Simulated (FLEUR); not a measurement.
## free Fe(110) film, 1 layer: anisotropy by force theorems

Aim: the anisotropy of free Fe(110) film, 1 layer from single passes in the potential of one collinear state.

Main program and level: FLEUR MaX-R8.1; PBE; all-electron FLAPW film, Dirac cores, scalar-relativistic bands.

Most raw output is cut from this account.

**1. Starting point**

The cell holds 1 atom: 1 Fe. Cell: a = 2.482 Å, b = 2.482 Å, c = 14.000 Å, α = 90.0°, β = 90.0°, γ = 109.5°. Layers at typed spacings, unrelaxed. Vacuum lies along c.

Structure file:

```xyz
1
Lattice="1.4330 -2.0266 0.0000 1.4330 2.0266 0.0000 0.0000 0.0000 14.0000" Properties=species:S:1:pos:R:3
Fe    0.0000    0.0000    7.0000
```

**2. The magnetic state**

The force theorems are single passes in this state's potential, so it has to be converged first.

No symmetry is used, so that later steps may turn the spins freely; k and −k are joined. FLEUR takes the sheet as a true film: the images along c are dropped, heights are typed in bohr, and the vacuum on both sides is semi-infinite. inpgen writes inp.xml from crystal.txt; cutoffs, mixing, functional, smearing and local orbitals are then set in the file. The k list scf (kpts.xml, not shown) is a Γ-centred 14×14×1 mesh; where the ranks do not divide the number of points, some are split in two of half the weight.

inp.xml

```
<?xml version="1.0" encoding="UTF-8" standalone="no"?>
<fleurInput fleurInputVersion="0.39">
   <comment>
      Fe
   </comment>
   <calculationSetup>
      <cutoffs Kmax="3.68" Gmax="11.0" GmaxXC="11.0" numbands="0"/>
      <scfLoop itmax="150" minDistance="0.00002" maxIterBroyd="15" imix="Anderson" alpha="0.03" precondParam="0.0" spinf="2.0" sdNocoIR="T"/>
      <coreElectrons ctail="F" frcor="F" kcrel="0" coretail_lmax="0"/>
      <xcFunctional name="pbe" relativisticCorrections="F"/>
      <magnetism jspins="2" l_noco="F" l_ss="F">
         <qss>0.0 0.0 0.0</qss>
         <mtNocoParams l_mperp="F" l_mtNocoPot="F" l_relaxSQA="F" mag_mixing_scheme="0" mix_RelaxWeightOffD="1.0" l_constrained="F" mix_constr="1.0"/>
         <sourceFreeMag l_sourceFree="F" l_scaleMag="F" mag_scale="1.0"/>
      </magnetism>
      <soc l_soc="F" theta="0.0" phi="0.0" spav="F"/>
      <expertModes spex="0" secvar="F"/>
      <geometryOptimization l_f="F" forcealpha="1.0" forcemix="BFGS" epsdisp="0.00001" epsforce="0.00001"/>
      <ldaU l_linMix="F" mixParam="0.05" spinf="1.0"/>
   </calculationSetup>
   <cell>
      <bzIntegration valenceElectrons="16.0" mode="hist" fermiSmearingEnergy="0.00183747">
         <kPointListSelection listName="scf"/>
         <xi:include xmlns:xi="http://www.w3.org/2001/XInclude" href="kpts.xml"> </xi:include>
      </bzIntegration>
      <xi:include xmlns:xi="http://www.w3.org/2001/XInclude" href="sym.xml"> </xi:include>
      <filmLattice scale="1.0" dVac="5.26" dTilda="7.76">
         <bravaisMatrixFilm>
            <row-1>    2.7079775365518000    -3.8296584928783730</row-1>
            <row-2>    2.7079775365518000     3.8296584928783730</row-2>
         </bravaisMatrixFilm>
         <vacuumEnergyParameters vacuum="1" spinUp="-.25" spinDown="-.25"/>
         <vacuumEnergyParameters vacuum="2" spinUp="-.25" spinDown="-.25"/>
      </filmLattice>
   </cell>
   <atomSpecies>
      <species name="Iron (Fe) 2.800" element="Fe" atomicNumber="26">
         <mtSphere radius="2.23" gridPoints="737" logIncrement="0.016"/>
         <atomicCutoffs lmax="8" lnonsphr="6"/>
         <electronConfig flipSpins="F">
            <coreConfig>(1s1/2) (2s1/2) (2p1/2) (2p3/2)</coreConfig>
            <valenceConfig>(3s1/2) (3p1/2) (3p3/2) (4s1/2) (3d3/2) (3d5/2)</valenceConfig>
            <stateOccupation state="(3d3/2)" spinUp="1.4" spinDown="1.0"/>
            <stateOccupation state="(3d5/2)" spinUp="3.0" spinDown="0.6"/>
         </electronConfig>
         <energyParameters s="4" p="4" d="3" f="4"/>
         <lo type="SCLO" l="0" n="3" eDeriv="0"/>
         <lo type="SCLO" l="1" n="3" eDeriv="0"/>
      </species>
   </atomSpecies>
   <atomGroups>
      <atomGroup species="Iron (Fe) 2.800">
         <filmPos label="                   1">.0000000000 .0000000000 .0000000000</filmPos>
         <force calculate="T" relaxXYZ="TTT"/>
         <nocoParams  alpha="0.0" beta="0.0"/>
      </atomGroup>
   </atomGroups>
   <output dos="F" band="F" slice="F">
      <bandDOS minEnergy="-.5*Htr" maxEnergy="0.5*Htr" sigma="0.015" storeEVData="T"/>
      <plotting iplot="0" polar="F">
         <plot TwoD="T" vec1="  1.0  0.0  0.0" vec2="  0.0  1.0  0.0" vec3="  0.0  0.0  1.0" zero="  0.0  0.0 -0.5" file="plot"/>
      </plotting>
      <moessbauerParams electricFieldGradient="F" isomerShift="F" coreHyperfine="F" valenceHyperfine="F"/>
   </output>
</fleurInput>
```

crystal.txt

```
Fe
&input film=T cartesian=F /
1.43300000000  -2.02656800000  0.00000000000
1.43300000000  2.02656800000  0.00000000000
0.00000000000  0.00000000000  1.00000000000
1.8897261246
1.0 1.0 1.0

1
26 0.00000000000  0.00000000000  0.00000000000 : 2.800

&kpt div1=14 div2=14 div3=1 gamma=T /
```

Launch:

```
$ OMP_NUM_THREADS=1 inpgen -f crystal.txt -nosym -noco > inpgen.log  # inp.xml is then edited as shown
$ OMP_NUM_THREADS=1 mpirun -n 4 fleur_MPI > fleur.log
```

Wall time 38 s (4 MPI ranks of Arm Neoverse V1, shared host); peak memory 0.48 GiB; 2.5 min of CPU time.

Numbers from this step:

```
free energy                                                       : -34633.0255 eV
program's band gap on this mesh (in a metal only a level spacing) : 9.63e-5 eV
magnetization                                                     : 2.997 μB
final state                                                       : ferromagnetic
largest moment                                                    : 2.930 μB
```

After 24 cycles the largest moment stands at 2.93 μB.

**3. Anisotropy by the force theorem, rung 1**

Anisotropy is a small difference, so it is taken from sums over occupied states at a frozen potential, where most errors cancel.

One pass with spin–orbit coupling for each direction, from the saved density. Inversion lets half of the mesh serve, which the program's warning doesn't know. The k list mae (kpts.xml, not shown) is a Γ-centred 21×21×1 mesh.

Edit inp.xml of step 2 so:

```diff
@@ -6,4 +6,4 @@
    <calculationSetup>
-      <cutoffs Kmax="3.68" Gmax="11.0" GmaxXC="11.0" numbands="0"/>
-      <scfLoop itmax="150" minDistance="0.00002" maxIterBroyd="15" imix="Anderson" alpha="0.03" precondParam="0.0" spinf="2.0" sdNocoIR="T"/>
+      <cutoffs Kmax="3.68" Gmax="11.0" GmaxXC="11.0" numbands="32"/>
+      <scfLoop itmax="1" minDistance="0.00002" maxIterBroyd="15" imix="Anderson" alpha="0.03" precondParam="0.0" spinf="2.0" sdNocoIR="T"/>
       <coreElectrons ctail="F" frcor="F" kcrel="0" coretail_lmax="0"/>
@@ -15,3 +15,3 @@
       </magnetism>
-      <soc l_soc="F" theta="0.0" phi="0.0" spav="F"/>
+      <soc l_soc="T" theta="0.0" phi="0.0" spav="F"/>
       <expertModes spex="0" secvar="F"/>
@@ -22,3 +22,3 @@
       <bzIntegration valenceElectrons="16.0" mode="hist" fermiSmearingEnergy="0.00183747">
-         <kPointListSelection listName="scf"/>
+         <kPointListSelection listName="mae"/>
          <xi:include xmlns:xi="http://www.w3.org/2001/XInclude" href="kpts.xml"> </xi:include>
@@ -64,2 +64,5 @@
    </output>
+   <forceTheorem>
+      <MAE theta="0.0 1.5707963 1.5707963" phi="0.0 0.0 1.5707963"/>
+   </forceTheorem>
 </fleurInput>
```

Launch:

```
$ OMP_NUM_THREADS=1 mpirun -n 4 fleur_MPI -warn_only > fleur.log
```

Wall time 6.7 s (4 MPI ranks); peak memory 0.33 GiB.

Anisotropy energies, by row:

| axis | x | y | z | band energy less the first axis' (meV a cell) |
| --- | --- | --- | --- | --- |
| z | 0 | 0 | 1 | 0 |
| x | 1 | 0 | 0 | 0.4818 |
| y | 0 | 1 | 0 | 0.5479 |

Shape anisotropy is not in these numbers.

**4. Anisotropy by the force theorem, rung 2**

A second rung shows how far the first can be trusted.

The k list mae (kpts.xml, not shown) is a Γ-centred 32×32×1 mesh.

inp.xml is that of step 3.

Wall time 13 s (4 MPI ranks); peak memory 0.43 GiB; 51 s of CPU time.

Anisotropy energies, by row:

| axis | x | y | z | band energy less the first axis' (meV a cell) |
| --- | --- | --- | --- | --- |
| z | 0 | 0 | 1 | 0 |
| x | 1 | 0 | 0 | 0.4291 |
| y | 0 | 1 | 0 | 0.5068 |

**5. Spin–orbit coupling, moments along z**

Spin–orbit coupling ties the spins to the lattice and lets orbital moments form.

A new self-consistent run of the start ferro +, with the moments along z. The k list default-1 (kpts.xml, not shown) is a Γ-centred 32×32×1 mesh.

Edit inp.xml of step 2 so:

```diff
@@ -6,12 +6,8 @@
    <calculationSetup>
-      <cutoffs Kmax="3.68" Gmax="11.0" GmaxXC="11.0" numbands="0"/>
+      <cutoffs Kmax="3.68" Gmax="11.0" GmaxXC="11.0" numbands="36"/>
       <scfLoop itmax="150" minDistance="0.00002" maxIterBroyd="15" imix="Anderson" alpha="0.03" precondParam="0.0" spinf="2.0" sdNocoIR="T"/>
-      <coreElectrons ctail="F" frcor="F" kcrel="0" coretail_lmax="0"/>
+      <coreElectrons ctail="T" frcor="F" kcrel="0" coretail_lmax="0"/>
       <xcFunctional name="pbe" relativisticCorrections="F"/>
-      <magnetism jspins="2" l_noco="F" l_ss="F">
-         <qss>0.0 0.0 0.0</qss>
-         <mtNocoParams l_mperp="F" l_mtNocoPot="F" l_relaxSQA="F" mag_mixing_scheme="0" mix_RelaxWeightOffD="1.0" l_constrained="F" mix_constr="1.0"/>
-         <sourceFreeMag l_sourceFree="F" l_scaleMag="F" mag_scale="1.0"/>
-      </magnetism>
-      <soc l_soc="F" theta="0.0" phi="0.0" spav="F"/>
+      <magnetism jspins="2"/>
+      <soc l_soc="T" theta="0.0" phi="0.0" spav="F"/>
       <expertModes spex="0" secvar="F"/>
@@ -22,3 +18,3 @@
       <bzIntegration valenceElectrons="16.0" mode="hist" fermiSmearingEnergy="0.00183747">
-         <kPointListSelection listName="scf"/>
+         <kPointListSelection listName="default-1"/>
          <xi:include xmlns:xi="http://www.w3.org/2001/XInclude" href="kpts.xml"> </xi:include>
@@ -32,3 +28,2 @@
          <vacuumEnergyParameters vacuum="1" spinUp="-.25" spinDown="-.25"/>
-         <vacuumEnergyParameters vacuum="2" spinUp="-.25" spinDown="-.25"/>
       </filmLattice>
@@ -54,3 +49,2 @@
          <force calculate="T" relaxXYZ="TTT"/>
-         <nocoParams  alpha="0.0" beta="0.0"/>
       </atomGroup>
```

Edit crystal.txt of step 2 so:

```diff
@@ -11,2 +11,3 @@
 
-&kpt div1=14 div2=14 div3=1 gamma=T /
+&soc 0.0000000 0.0000000 /
+&kpt div1=32 div2=32 div3=1 gamma=T /
```

Launch:

```
$ OMP_NUM_THREADS=1 inpgen -f crystal.txt > inpgen.log  # inp.xml is then edited as shown
$ OMP_NUM_THREADS=1 mpirun -n 4 fleur_MPI > fleur.log
```

It took 1.9 min on 4 MPI ranks; peak memory 0.45 GiB; 7.8 min of CPU time.

This step gave:

```yaml
free_energy: -34633.0393 eV
program_s_band_gap_on_this_mesh_in_a_metal_only_a_level_spacing: 0 eV
magnetization: 2.926 μB
final_state: ferromagnetic
largest_moment: 2.880 μB
orbital_moment_along_the_spin: 0.07127 μB
```

Orbital moment in the sphere, along the spin axis by atom:

| atom | orbital moment in the sphere, along the spin axis (μB) |
| --- | --- |
| Fe1 | 0.0713 |

**6. Summary of results**

```json
{
 "reference state": "ferromagnetic",
 "largest sphere moment": "2.93 μB",
 "easy direction of those tried": "z",
 "energy along x less z, force theorem": "0.429 meV a primitive cell",
 "orbital moment on the atom of largest spin, along its spin (spin–orbit run)": "0.0713 μB"
}
```

**Reading.** By the force theorem the moments prefer z; shape anisotropy is not in it, and in a film it favours the plane. The difference for the second direction goes from 0.48 meV (mesh 21×21×1, 32 states, 27 s of CPU time) to 0.43 meV (mesh 32×32×1, 32 states, 51 s). The orbital moment is parallel to the spin. The state was typed, and no other order was converged beside it, so it need not be the ground state.

[Logs and program files are shortened in this print: banners, set-up blocks, solver, clock and traceback lines can be left out without a mark of their own.]

[Logs are printed without paths, hosts, clocks, repeated set-up lines and the standing remarks that a program may print on its own settings, such as how far it seeks lower states.]

[Hosts, paths, dates, database ids (printed as entryN), source tags and the programs' standing remarks are cut or masked in the printed files.]

[Where a cell is said to come from a database of computed structures, the database is the Materials Project.]
